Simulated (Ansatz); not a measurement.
# Na on Mo(100): change of the work function

Wanted: Δφ(θ) for Na/Mo(100), starting from the hollow site.

Calculated with Ansatz 0.2.0; plane-wave DFT, PBE, Ansatz PAW.

## (1) Starting point

The cell holds 4 atoms: 4 Mo. Cell: a = 3.150 Å, b = 3.150 Å, c = 22.725 Å, α = 90.0°, β = 90.0°, γ = 90.0°. Vacuum lies along c.

## (2) The clean slab

The bare slab comes first, as the zero from which every change is counted. The two lowest layers are held at bulk places and the upper ones relax. The dipole correction removes the false field that a one-sided slab makes across the periodic vacuum, so each face gets a flat vacuum level of its own.

Contents of input.yaml:

```yaml
crystal:
  lattice:
    - [3.15, 0.0, 0.0]
    - [0.0, 3.15, 0.0]
    - [0.0, 0.0, 22.725]
  atoms:
    - { symbol: Mo, position: [0.5, 0.5, 0.396039604] }
    - { symbol: Mo, position: [0.0, 0.0, 0.4653465347] }
    - { symbol: Mo, position: [0.5, 0.5, 0.5346534653] }
    - { symbol: Mo, position: [0.0, 0.0, 0.603960396] }
kpoints:
  mp_grid: { grid: [12, 12, 1] }
hamiltonian:
  xc: pbe
scf:
  occupations: { method: fermi_dirac, width: 0.1 }
  convergence: { dr2_threshold: 1.0e-08 }
efield:
  axis: 3
  dipole_correction: true
  ramp_position: 0.97
  ramp_width: 0.06
relax:
  f_tol: 0.02
  max_steps: 60
  constraints: [{ sites: [0, 1] }]
output:
  write_potential: true
  write_density: true
  volumetric_format: npy
```

Launch:

```
> ansatz run input.yaml --threads 4 --pin off --max-ram 16384MiB --backend cpu --events-out ev --progress --plain --runs-dir out
```

Numbers of over 12 decimals in the logs are rounded to 6 here.

Log:

```text
Engine: ansatz 0.2.0, aarch64-unknown-linux-gnu
Pseudopotentials: kind: paw
Pseudopotential: Mo, paw, valence charge 14, recommended cutoff 420 eV (normal), Mo.paw.azcp
Functional definition: PBE
  parameter kappa = 0.804
  parameter beta = 0.066725
  exchange = pbe_x(kappa = kappa, mu = beta*pi^2/3)
  correlation = pbe_c(beta = beta)
Crystal: 4 atoms, lattice volume = 225.489 Å³
Basis set: ecut = 420 eV, 4451 PW (Γ), exchange–correlation on 48×48×320 points (8 copies of the dense FFT grid, shifted against one another)
Bands: 34, of which v1, the nominal top of the filled ones, is band 28 counted from 1 (27 counted from 0)
Symmetry: 8 space group operations
k-points: 28 of 144
Non-local potential: Mo, projectors of the file, l = 0: 3, l = 1: 2, l = 2: 2, l = 3: 1
PAW form: soft (Blöchl's): semilocal exchange-correlation on the pseudo side does not see the compensation charge
PAW one-centre angular grid: Mo, 590 points (default); XC on 64 Gauss nodes
Initial density: superposition of atomic densities (neutral atoms: chi_scale 0, normalization atom), corrected by the library's trained network
Initial wavefunctions: pseudopotential atomic-orbital guess
Functional: x = pbe(κ = 0.804, μ = 0.219515), c = pbe(β = 0.066725)
SCF iter   1: F=—  HF=-19819.857183 eV  |F-HF|=—  |Δ(HF+E_count)|=         —  Δρ=6.46e-3  dr2=1.68e-1  ethr=1.77e-3  p=0.000 e·Å  D=5.31e-14 V/Å  ΔV_dip=-0.00 eV  dr2_dipole=4.23e-8  V_vac-E_F(+/−)=4.13/4.13 eV  ⟨swp⟩=7.9  Hψ=4534  notcnv=0
efield: sawtooth ramp at fractional position 0.9700 (set: `efield.ramp_position`, or a place that a band, a saddle search or an elastic batch's reference lends), width 0.0600; the density the first Hamiltonian is built on has a dipole p = 0.000 e·Å; the dipole correction subtracts the counter field D = 5.31e-14 V/Å, which shifts the + side's vacuum level by -0.00 eV against the − side's; the planar-averaged density in the ramp window peaks in size at 6.3e-6 e/Å³
preconditioner: auto → LDOS  [metal: Δε(μ)=0.004 eV  Ē_g=3.404 eV  σ=0.100 eV  W_gap=0.01  n_scr=42 (ndim 8)  ℏωp=12.1 eV  f_vac=0.620  D(μ)=5.04/eV (n_scr^D=18)  β→1.0]
SCF iter   2: F=—  HF=-19819.835507 eV  |F-HF|=—  |Δ(HF+E_count)|=   2.17e-2  Δρ=3.81e-3  dr2=6.65e-2  ethr=2.99e-4  p=-0.000 e·Å  D=-4.00e-6 V/Å  ΔV_dip=0.00 eV  dr2_dipole=5.03e-8  V_vac-E_F(+/−)=3.88/3.88 eV  ⟨swp⟩=2.1  Hψ=1706  notcnv=0
SCF iter   3: F=—  HF=-19819.832402 eV  |F-HF|=—  |Δ(HF+E_count)|=   3.10e-3  Δρ=9.68e-4  dr2=4.70e-3  ethr=1.19e-4  p=0.000 e·Å  D=4.44e-7 V/Å  ΔV_dip=-0.00 eV  dr2_dipole=8.26e-9  V_vac-E_F(+/−)=3.92/3.92 eV  ⟨swp⟩=2.0  Hψ=1362  notcnv=0
SCF iter   4: F=—  HF=-19819.832390 eV  |F-HF|=—  |Δ(HF+E_count)|=   1.28e-5  Δρ=2.83e-4  dr2=4.47e-4  ethr=8.39e-6  p=0.000 e·Å  D=1.14e-6 V/Å  ΔV_dip=-0.00 eV  dr2_dipole=1.89e-12  V_vac-E_F(+/−)=3.88/3.88 eV  ⟨swp⟩=2.2  Hψ=1282  notcnv=0
SCF iter   5: F=—  HF=-19819.832356 eV  |F-HF|=—  |Δ(HF+E_count)|=   3.39e-5  Δρ=7.75e-5  dr2=1.80e-5  ethr=7.98e-7  p=0.000 e·Å  D=1.07e-6 V/Å  ΔV_dip=-0.00 eV  dr2_dipole=2.30e-11  V_vac-E_F(+/−)=3.87/3.87 eV  ⟨swp⟩=2.6  Hψ=1580  notcnv=0
SCF iter   6: F=—  HF=-19819.832363 eV  |F-HF|=—  |Δ(HF+E_count)|=   7.48e-6  Δρ=2.58e-5  dr2=3.87e-6  ethr=3.22e-8  p=0.000 e·Å  D=6.49e-7 V/Å  ΔV_dip=-0.00 eV  dr2_dipole=3.10e-11  V_vac-E_F(+/−)=3.87/3.87 eV  ⟨swp⟩=2.8  Hψ=1817  notcnv=0
SCF iter   7: F=—  HF=-19819.832426 eV  |F-HF|=—  |Δ(HF+E_count)|=   6.27e-5  Δρ=7.78e-6  dr2=1.65e-7  ethr=6.91e-9  p=0.000 e·Å  D=3.86e-7 V/Å  ΔV_dip=-0.00 eV  dr2_dipole=2.72e-12  V_vac-E_F(+/−)=3.87/3.87 eV  ⟨swp⟩=2.1  Hψ=1328  notcnv=0
SCF iter   8: F=—  HF=-19819.832426 eV  |F-HF|=—  |Δ(HF+E_count)|=   2.54e-7  Δρ=2.79e-6  dr2=1.63e-8  ethr=2.94e-10  p=0.000 e·Å  D=2.09e-7 V/Å  ΔV_dip=-0.00 eV  dr2_dipole=4.63e-13  V_vac-E_F(+/−)=3.87/3.87 eV  ⟨swp⟩=2.8  Hψ=1941  notcnv=0
SCF iter   9: F=-19819.832426 eV  HF=-19819.832426 eV  |F-HF|=1.78e-9  |Δ(HF+E_count)|=   7.14e-8  Δρ=7.77e-7  dr2=2.00e-9  ethr=1.79e-11  p=0.000 e·Å  D=7.87e-8 V/Å  ΔV_dip=-0.00 eV  dr2_dipole=1.30e-14  V_vac-E_F(+/−)=3.87/3.87 eV  ⟨swp⟩=10.3  Hψ=6762  notcnv=0
SCF 1 converged in 9 iterations: F = -19819.832426 eV  dr2 = 2.00e-9
  greatest PAW one-centre occupation: 0.998 electrons in one spin orbital (limit 2), on the Mo atom at site 3 (counted from 0), in its partial waves of l = 0
relax step   1: F+E_penalty+E_count = -19819.83242618 eV  Δ(F+E_penalty+E_count) = +0.000e0 eV  max|allowed force component| = 1.563e0 eV/Å  Δτ_max = 0.0000 Å  (9 SCF iters, accepted)
Initial density: handed on by an earlier stage of this run
Initial wavefunctions: those handed on with the density
iter 1 solved again at ethr=1.37e-3 eV; its pass at ethr=3.10e-3 eV (dr2=7.67e-1 eV) is discarded
SCF iter   1: F=—  HF=-19819.972387 eV  |F-HF|=—  |Δ(HF+E_count)|=         —  Δρ=1.17e-2  dr2=8.97e-1  ethr=1.37e-3  p=0.000 e·Å  D=2.00e-6 V/Å  ΔV_dip=-0.00 eV  dr2_dipole=1.48e-1  V_vac-E_F(+/−)=3.95/3.95 eV  ⟨swp⟩=1.7  Hψ=3994  notcnv=0
efield: sawtooth ramp at fractional position 0.9700 (set: `efield.ramp_position`, or a place that a band, a saddle search or an elastic batch's reference lends), width 0.0600; the density the first Hamiltonian is built on has a dipole p = 0.000 e·Å; the dipole correction subtracts the counter field D = 2.00e-6 V/Å, which shifts the + side's vacuum level by -0.00 eV against the − side's; the planar-averaged density in the ramp window peaks in size at 3.6e-6 e/Å³
preconditioner: auto → LDOS  [metal: Δε(μ)=0.032 eV  Ē_g=3.589 eV  σ=0.100 eV  W_gap=0.08  n_scr=42 (ndim 8)  ℏωp=12.1 eV  f_vac=0.627  D(μ)=4.75/eV (n_scr^D=14)  β→1.0]
SCF iter   2: F=—  HF=-19819.959709 eV  |F-HF|=—  |Δ(HF+E_count)|=   1.27e-2  Δρ=6.99e-3  dr2=2.69e-1  ethr=1.37e-3  p=0.002 e·Å  D=1.33e-3 V/Å  ΔV_dip=-0.03 eV  dr2_dipole=5.55e-5  V_vac-E_F(+/−)=3.83/3.86 eV  ⟨swp⟩=2.6  Hψ=1633  notcnv=0
SCF iter   3: F=—  HF=-19819.938875 eV  |F-HF|=—  |Δ(HF+E_count)|=   2.08e-2  Δρ=3.48e-3  dr2=6.96e-2  ethr=4.81e-4  p=-0.001 e·Å  D=-5.15e-4 V/Å  ΔV_dip=0.01 eV  dr2_dipole=7.95e-4  V_vac-E_F(+/−)=3.89/3.88 eV  ⟨swp⟩=2.3  Hψ=1716  notcnv=0
SCF iter   4: F=—  HF=-19819.932358 eV  |F-HF|=—  |Δ(HF+E_count)|=   6.52e-3  Δρ=5.12e-4  dr2=1.23e-3  ethr=1.24e-4  p=-0.001 e·Å  D=-4.45e-4 V/Å  ΔV_dip=0.01 eV  dr2_dipole=5.08e-6  V_vac-E_F(+/−)=3.88/3.87 eV  ⟨swp⟩=2.0  Hψ=1281  notcnv=0
SCF iter   5: F=—  HF=-19819.932189 eV  |F-HF|=—  |Δ(HF+E_count)|=   1.69e-4  Δρ=2.46e-4  dr2=3.81e-4  ethr=2.19e-6  p=-0.000 e·Å  D=-3.42e-4 V/Å  ΔV_dip=0.01 eV  dr2_dipole=1.77e-5  V_vac-E_F(+/−)=3.88/3.87 eV  ⟨swp⟩=2.1  Hψ=1355  notcnv=0
[...]
SCF iter   4: F=—  HF=-19819.995783 eV  |F-HF|=—  |Δ(HF+E_count)|=   8.35e-4  Δρ=1.70e-4  dr2=7.94e-5  ethr=1.71e-5  p=0.002 e·Å  D=1.50e-3 V/Å  ΔV_dip=-0.03 eV  dr2_dipole=3.57e-8  V_vac-E_F(+/−)=3.83/3.87 eV  ⟨swp⟩=2.1  Hψ=1234  notcnv=0
SCF iter   5: F=—  HF=-19819.995790 eV  |F-HF|=—  |Δ(HF+E_count)|=   7.81e-6  Δρ=6.33e-5  dr2=2.25e-5  ethr=1.42e-7  p=0.002 e·Å  D=1.35e-3 V/Å  ΔV_dip=-0.03 eV  dr2_dipole=2.56e-6  V_vac-E_F(+/−)=3.83/3.86 eV  ⟨swp⟩=2.6  Hψ=1573  notcnv=0
SCF iter   6: F=—  HF=-19819.995792 eV  |F-HF|=—  |Δ(HF+E_count)|=   1.58e-6  Δρ=2.10e-5  dr2=1.94e-6  ethr=4.01e-8  p=0.002 e·Å  D=1.32e-3 V/Å  ΔV_dip=-0.03 eV  dr2_dipole=1.27e-7  V_vac-E_F(+/−)=3.83/3.86 eV  ⟨swp⟩=2.1  Hψ=1228  notcnv=0
SCF iter   7: F=—  HF=-19819.995852 eV  |F-HF|=—  |Δ(HF+E_count)|=   6.03e-5  Δρ=5.32e-6  dr2=1.22e-7  ethr=3.46e-9  p=0.002 e·Å  D=1.32e-3 V/Å  ΔV_dip=-0.03 eV  dr2_dipole=4.36e-9  V_vac-E_F(+/−)=3.83/3.86 eV  ⟨swp⟩=2.4  Hψ=1589  notcnv=0
SCF iter   8: F=—  HF=-19819.995852 eV  |F-HF|=—  |Δ(HF+E_count)|=   1.00e-7  Δρ=1.60e-6  dr2=1.75e-8  ethr=2.18e-10  p=0.002 e·Å  D=1.31e-3 V/Å  ΔV_dip=-0.03 eV  dr2_dipole=3.63e-9  V_vac-E_F(+/−)=3.83/3.86 eV  ⟨swp⟩=2.8  Hψ=1764  notcnv=0
SCF iter   9: F=-19819.995852 eV  HF=-19819.995852 eV  |F-HF|=9.71e-10  |Δ(HF+E_count)|=   8.04e-9  Δρ=5.20e-7  dr2=1.68e-9  ethr=1.79e-11  p=0.002 e·Å  D=1.32e-3 V/Å  ΔV_dip=-0.03 eV  dr2_dipole=8.97e-13  V_vac-E_F(+/−)=3.83/3.86 eV  ⟨swp⟩=9.5  Hψ=6427  notcnv=0
SCF 3 converged in 9 iterations: F = -19819.995852 eV  dr2 = 1.68e-9
relax step   3: F+E_penalty+E_count = -19819.99585247 eV  Δ(F+E_penalty+E_count) = -6.360e-2 eV  max|allowed force component| = 3.074e-2 eV/Å  Δτ_max = 0.0603 Å  (9 SCF iters, accepted)
SCF iter   1: F=—  HF=-19819.996165 eV  |F-HF|=—  |Δ(HF+E_count)|=         —  Δρ=8.57e-4  dr2=8.98e-3  ethr=9.06e-5  p=0.002 e·Å  D=1.32e-3 V/Å  ΔV_dip=-0.03 eV  dr2_dipole=1.81e-3  V_vac-E_F(+/−)=3.83/3.86 eV  ⟨swp⟩=1.9  Hψ=1536  notcnv=0
efield: sawtooth ramp at fractional position 0.9700 (set: `efield.ramp_position`, or a place that a band, a saddle search or an elastic batch's reference lends), width 0.0600; the density the first Hamiltonian is built on has a dipole p = 0.002 e·Å; the dipole correction subtracts the counter field D = 1.32e-3 V/Å, which shifts the + side's vacuum level by -0.03 eV against the − side's; the planar-averaged density in the ramp window peaks in size at 1.1e-6 e/Å³
preconditioner: auto → LDOS  [metal: Δε(μ)=0.033 eV  Ē_g=3.506 eV  σ=0.100 eV  W_gap=0.08  n_scr=42 (ndim 8)  ℏωp=12.1 eV  f_vac=0.625  D(μ)=4.83/eV (n_scr^D=14)  β→1.0]
SCF iter   2: F=—  HF=-19819.996021 eV  |F-HF|=—  |Δ(HF+E_count)|=   1.44e-4  Δρ=5.39e-4  dr2=2.47e-3  ethr=1.60e-5  p=0.001 e·Å  D=1.04e-3 V/Å  ΔV_dip=-0.02 eV  dr2_dipole=2.34e-5  V_vac-E_F(+/−)=3.84/3.86 eV  ⟨swp⟩=1.2  Hψ=1182  notcnv=0
SCF iter   3: F=—  HF=-19819.995899 eV  |F-HF|=—  |Δ(HF+E_count)|=   1.22e-4  Δρ=2.39e-4  dr2=4.91e-4  ethr=4.40e-6  p=0.002 e·Å  D=1.20e-3 V/Å  ΔV_dip=-0.03 eV  dr2_dipole=2.95e-5  V_vac-E_F(+/−)=3.83/3.86 eV  ⟨swp⟩=2.0  Hψ=1265  notcnv=0
SCF iter   4: F=—  HF=-19819.995857 eV  |F-HF|=—  |Δ(HF+E_count)|=   4.24e-5  Δρ=3.09e-5  dr2=3.13e-6  ethr=8.78e-7  p=0.002 e·Å  D=1.22e-3 V/Å  ΔV_dip=-0.03 eV  dr2_dipole=6.45e-9  V_vac-E_F(+/−)=3.83/3.86 eV  ⟨swp⟩=2.3  Hψ=1244  notcnv=0
SCF iter   5: F=—  HF=-19819.995925 eV  |F-HF|=—  |Δ(HF+E_count)|=   6.88e-5  Δρ=1.41e-5  dr2=1.17e-6  ethr=5.58e-9  p=0.002 e·Å  D=1.24e-3 V/Å  ΔV_dip=-0.03 eV  dr2_dipole=4.04e-8  V_vac-E_F(+/−)=3.83/3.86 eV  ⟨swp⟩=3.4  Hψ=1792  notcnv=0
SCF iter   6: F=—  HF=-19819.995926 eV  |F-HF|=—  |Δ(HF+E_count)|=   2.80e-7  Δρ=5.13e-6  dr2=1.86e-7  ethr=2.09e-9  p=0.002 e·Å  D=1.28e-3 V/Å  ΔV_dip=-0.03 eV  dr2_dipole=5.71e-10  V_vac-E_F(+/−)=3.83/3.86 eV  ⟨swp⟩=2.1  Hψ=1172  notcnv=0
SCF iter   7: F=—  HF=-19819.995926 eV  |F-HF|=—  |Δ(HF+E_count)|=   5.30e-8  Δρ=1.57e-6  dr2=1.27e-8  ethr=3.32e-10  p=0.002 e·Å  D=1.30e-3 V/Å  ΔV_dip=-0.03 eV  dr2_dipole=2.23e-9  V_vac-E_F(+/−)=3.83/3.86 eV  ⟨swp⟩=2.1  Hψ=1377  notcnv=0
SCF iter   8: F=-19819.995926 eV  HF=-19819.995926 eV  |F-HF|=1.34e-9  |Δ(HF+E_count)|=   1.53e-8  Δρ=7.40e-7  dr2=3.55e-9  ethr=1.79e-11  p=0.002 e·Å  D=1.31e-3 V/Å  ΔV_dip=-0.03 eV  dr2_dipole=4.23e-10  V_vac-E_F(+/−)=3.83/3.86 eV  ⟨swp⟩=9.5  Hψ=6468  notcnv=0
SCF 4 converged in 8 iterations: F = -19819.995926 eV  dr2 = 3.55e-9
relax step   4: F+E_penalty+E_count = -19819.99592565 eV  Δ(F+E_penalty+E_count) = -7.318e-5 eV  max|allowed force component| = 1.546e-2 eV/Å  Δτ_max = 0.0082 Å  (8 SCF iters, accepted)
NSCF: frozen V_eff on 28 k-points
the band table was solved once a step of the walk had ended and its energy, with any forces and stress, was formed, with the checks that follow a solve (4367 applications of the Hamiltonian). They found nothing against the state; the energy, forces and stress were not computed again (output.eigenvalues in the input reference)
WARN: The output density's exchange-correlation potential varies sharply where the density is thin. Do not read a vacuum level from v_tot or v_xc, or from such a field of the output density. On a cell that repeats whose density bears no net charge and no dipole along the vacuum's axis use v_es (v_loc + v_h of the components); under efield.dipole_correction with no amplitude use v_es + v_field, which holds any externa [...]
SCF converged after 8 iterations
Free energy (F): -19819.995926 eV
Harris-Foulkes:  -19819.995926 eV  (|F-HF|=1.34e-9)
Internal energy: -19819.831584 eV  (E = F + TS)
E sigma→0 (E₀):  -19819.913755 eV
Entropy (-TS):   -0.164342 eV (-41.086 meV/atom)
Fermi energy:    3.091665 eV
Dipole field:    D = 0.001336 V/Å  (p = 0.001665 e·Å, saw-weighted, corrected)
Work function:   Φ+ = 3.8304 eV   Φ− = 3.8607 eV
Levels:          The Fermi level and band energies are counted from a zero that moves with the ramp; work functions are not
--- Per-component energies (eV) ---
  E_band       = -1200.370314
  E_kinetic    = 1757.431237
  E_local      = -61048.384503  (includes V_loc(G=0)·N_el)
  E_nonlocal   = 576.034451
  E_hartree    = 29500.156884
  E_xc         = -728.348904
  E_vxc        = -908.366798  (∫ρ·V_xc dr)
  E_paw        = -12806.173053  (= ΣΔE_a)
  E_vpaw       = -577.392229  (= ΣTr[D̂ρ^β])
  E_aug_tail   = 0.000173  (compensation charges beyond the density's cutoff)
  E_efield     = 0.000001  (sawtooth field / dipole correction)
  E_vefield    = 0.001109  (∫n·V_field dr)
  E_ewald      = 22929.452132
  E_smearing   = -0.164342  (= −TS)
  E_closure    = -0.000000  (closes the sum)
  Σ components = -19819.995926   (vs F -19819.995926, Δ=0.00e0)
--- Forces (eV/Å), atoms counted from 1 ---
  atom   1  Mo     0.00000000     0.00000000     1.65152032
  atom   2  Mo    -0.00000000    -0.00000000    -1.62582730
  atom   3  Mo    -0.00000000     0.00000000    -0.01546452
  atom   4  Mo    -0.00000000    -0.00000000    -0.01025982
  max |Σ_I F_I| component: 3.13e-5 eV/Å
--- Band table (eV; the first three rows and the last of 28) ---
  k-point 0: bands = [... 24 lower, 2.2590, 2.3854, 2.7744, 2.7744, 2.9609, 3.1738, 3.5683, 4.0581, ... 2 higher]
  k-point 1: bands = [... 24 lower, 2.1366, 2.5640, 2.6745, 2.8675, 3.0661, 3.2840, 3.3118, 4.2016, ... 2 higher]
  k-point 2: bands = [... 24 lower, 1.7856, 2.4339, 2.6427, 2.8755, 3.0846, 3.3152, 3.7837, 4.2707, ... 2 higher]
  k-point 27: bands = [... 24 lower, 2.0985, 2.0985, 4.6522, 4.7294, 4.7294, 4.7682, 5.2975, 5.5297, ... 2 higher]
--- Relaxed structure (4 steps of the walk, 4 accepted, 0 SCFs on fresh bases) ---
  F+E_penalty+E_count = -19819.99592565 eV   max|allowed force component| = 1.546e-2 eV/Å
  atoms:
    - { symbol: Mo, position: [0.500000, 0.500000, 0.396039604] }
    - { symbol: Mo, position: [0.0, 0.0, 0.4653465347] }
    - { symbol: Mo, position: [0.500000, 0.500000, 0.537601] }
    - { symbol: Mo, position: [-7.781659398498363e-18, 0, 0.598409] }
```

The job ended after 21 s (4 threads of Arm Neoverse V1, shared host; peak memory 0.56 GiB).

The steps of the relaxation:

```tsv
step	energy less that of the first step (eV)	largest force component (eV/Å)
1	0.0000	1.5631
2	-0.0998	1.2124
3	-0.1634	0.0307
4	-0.1635	0.0155
```

The run keeps the 8 symmetry operations that it works with, so distortions that break them were not tested.

The atoms that moved most (Å):

```tsv
atom	dx	dy	dz	length
Mo4	0.000	0.000	-0.126	0.126
Mo3	0.000	0.000	0.067	0.067
```

Final coordinates:

```xyz
4
Lattice="3.1500 0.0000 0.0000 0.0000 3.1500 0.0000 0.0000 0.0000 22.7250" Properties=species:S:1:pos:R:3
Mo    1.5750    1.5750    9.0000
Mo    0.0000    0.0000   10.5750
Mo    1.5750    1.5750   12.2170
Mo    0.0000    0.0000   13.5988
```

This step gave:

| Quantity | Value |
| --- | --- |
| energy at zero smearing | -19819.9138 eV |
| work function, upper face | 3.830 eV |
| work function, lower face | 3.861 eV |
| dipole along the normal | 0.001665 e·Å |
| step between the vacuum levels | -0.03036 eV |

Running mean over 1.575 Å of the planar mean; the ramp of the sawtooth is left out. Table of electron's electrostatic potential energy less the Fermi level by z:

```tsv
z (Å)	electron's electrostatic potential energy less the Fermi level (eV)
3.0	3.86
3.5	3.86
4.0	3.86
4.5	3.86
5.0	3.85
5.5	3.83
6.0	3.78
6.5	3.62
7.0	3.14
7.5	1.63
8.0	-2.54
8.5	-8.12
9.0	-11.4
9.5	-12.1
10.0	-12.3
10.5	-12.3
11.0	-12.1
11.5	-12.0
12.0	-12.7
12.5	-14.0
13.0	-14.4
13.5	-12.9
14.0	-9.24
14.5	-3.63
15.0	1.07
15.5	2.98
16.0	3.54
16.5	3.73
17.0	3.80
17.5	3.82
18.0	3.83
18.5	3.83
19.0	3.83
19.5	3.83
```

The relaxation took 4 steps and lowered the energy by 0.16 eV; the largest force on the free atoms ends at 0.015 eV/Å.

The work function of the upper face is 3.83 eV.

[end of part 1 of 3]

[Logs are printed without paths, hosts, clocks, repeated set-up lines and the standing remarks that a program may print on its own settings, such as how far it seeks lower states.]

[Hosts, paths, dates, database ids (printed as entryN), source tags and the programs' standing remarks are cut or masked in the printed files.]

[Maps of the electrostatic potential energy from Ansatz leave out the sawtooth potential of an applied field or a dipole correction, so their vacuum need not be flat; planar profiles and work functions include it.]
